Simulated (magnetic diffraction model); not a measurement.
# SrTmTl: the ordered moment from one line

Space group P-3m1 (no. 164), a = 5.2740 Å, c = 8.0940 Å.

| site | atom | x | y | z |
| --- | --- | --- | --- | --- |
| 2d | Tl | 2/3 | 1/3 | 0.7481 |
| 1a | Tm | 0 | 0 | 0 |
| 1b | Tm | 0 | 0 | 1/2 |
| 2d | Sr | 2/3 | 1/3 | 0.2622 |

This is a made-up structure (elements placed in a structure type, unrelaxed), so the numbers test the method and describe no known phase.

Only Tm is taken to order (form factors of Tm3+); orders and moment sizes are assumed, and not adapted to the symmetry. Radiation: neutrons of λ = 2.567 Å, 8° to 85°; isotropic B of 0.3 Å² (Tl), 0.46 Å² (Tm) and 0.47 Å² (Sr). The intensities are simulated: I ∝ L Σ (|F_N|² + |F_M⊥|²) for unpolarised neutrons, with F_M = 2.695 fm/μB × Σ f(s) S exp(2πi Q·r) exp(−B s²) at Q = H ± k (one set where k and −k are equivalent), only the part normal to Q counting and L = 1/(sin²θ cos θ). For collinear order S is the moment m, which repeats by lattice and centring translations R with the sign exp(−2πi k·R). Form factors are spin-only for 3d ions and dipole or tabulated for f ions, scattering lengths are Sears's of 1992, and absorption is left out. A label names one of the reflections at its angle. The strongest nuclear line in the range is 100, and lines under 0.2 are left out.

In a first state the assumed order is k = (1/2 0 1/2), collinear moments along [120], 5.9 μB on Tm; signs + at (0, 0, 0), − at (0, 0, 1/2), with this pattern:

| 2θ (°) | index | nuclear | magnetic |
| --- | --- | --- | --- |
| 18.25 | (0 0 1) | 0.2 | 0.0 |
| 18.57 | (1/2 0 1/2) | 0.0 | 95.9 |
| 29.66 | (1/2 -1 1/2) | 0.0 | 14.8 |
| 32.07 | (1/2 0 3/2) | 0.0 | 36.5 |
| 32.64 | (1 0 0) | 0.3 | 0.0 |
| 36.98 | (0 0 2) | 9.6 | 0.0 |
| 37.65 | (1 0 1) | 1.9 | 0.0 |
| 39.79 | (1/2 -1 3/2) | 0.0 | 15.5 |
| 44.68 | (1/2 1 1/2) | 0.0 | 22.0 |
| 49.74 | (1/2 0 5/2) | 0.0 | 15.4 |
| 50.14 | (1 0 2) | 100.0 | 0.0 |
| 50.80 | (3/2 0 1/2) | 0.0 | 11.5 |
| 52.38 | (1/2 1 3/2) | 0.0 | 19.1 |
| 55.44 | (1/2 -1 5/2) | 0.0 | 10.1 |
| 56.81 | (0 0 3) | 0.2 | 0.0 |
| 57.89 | (3/2 0 3/2) | 0.0 | 9.4 |
(The table stops after 16 lines; 17 more lie at higher angle.)

**Question.** Nearer the ordering temperature the line at 18.57° has total intensity 8.6 on the same scale, and all moments have shrunk alike. How large is the Tm moment?

The nuclear part, 0.0, stays, so the magnetic part is 8.6 against 95.9. It goes as m², so m = 5.9 × √(8.6/95.9) = 1.77 μB; the value used was 1.77 μB.
